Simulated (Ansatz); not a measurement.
The compound is TiNCl (Pmmn).

```yaml
crystal:
  lattice:
    - [0.00000, 2.30375, 2.30375]
    - [-3.93700, 0.00000, 0.00000]
    - [0.00000, -5.51755, 5.51755]
  atoms:
    - { symbol: Ti, position: [0.00000, 0.50000, 0.10000] }
    - { symbol: Ti, position: [0.50000, 0.00000, 0.90000] }
    - { symbol: N, position: [0.50000, 0.50000, 0.95000] }
    - { symbol: N, position: [0.00000, 0.00000, 0.05000] }
    - { symbol: Cl, position: [0.50000, 0.50000, 0.33000] }
    - { symbol: Cl, position: [0.00000, 0.00000, 0.67000] }
```

The cell and positions come from the Crystallography Open Database and are kept as given unless a step says otherwise. PAW set soft_2, made with PBE.

A constrained-RPA run (Ansatz 0.2.0; non-magnetic LDA; Ti d, bands c1 to c10, 6×4×2 mesh, medium accuracy) builds 10 functions on bands 5.7 eV wide, with 0.0 electrons in the window. The bare on-site interaction is 14.2 eV and the bare J 0.45 eV.

**Question.** Estimate U, U′ and J.

On the Ti d shell, U = 2.40 eV (17 % of the bare value), U′ = 1.70 eV, J = 0.32 eV.

The parent state is non-magnetic and the interaction static (zero frequency); U depends on the window and the orbitals, so it belongs to this model alone.

[Paths, hosts, dates, memory and timing lines, banners, echoed tables and standing remarks are left out of the program output.]

[Logs are printed without paths, hosts, clocks, repeated set-up lines and the standing remarks that a program may print on its own settings, such as how far it seeks lower states.]

[Runs of the session that timed out or met a known fault of the program may be left out.]

[Hosts, paths, dates, database ids (printed as entryN), source tags and the programs' standing remarks are cut or masked in the printed files.]
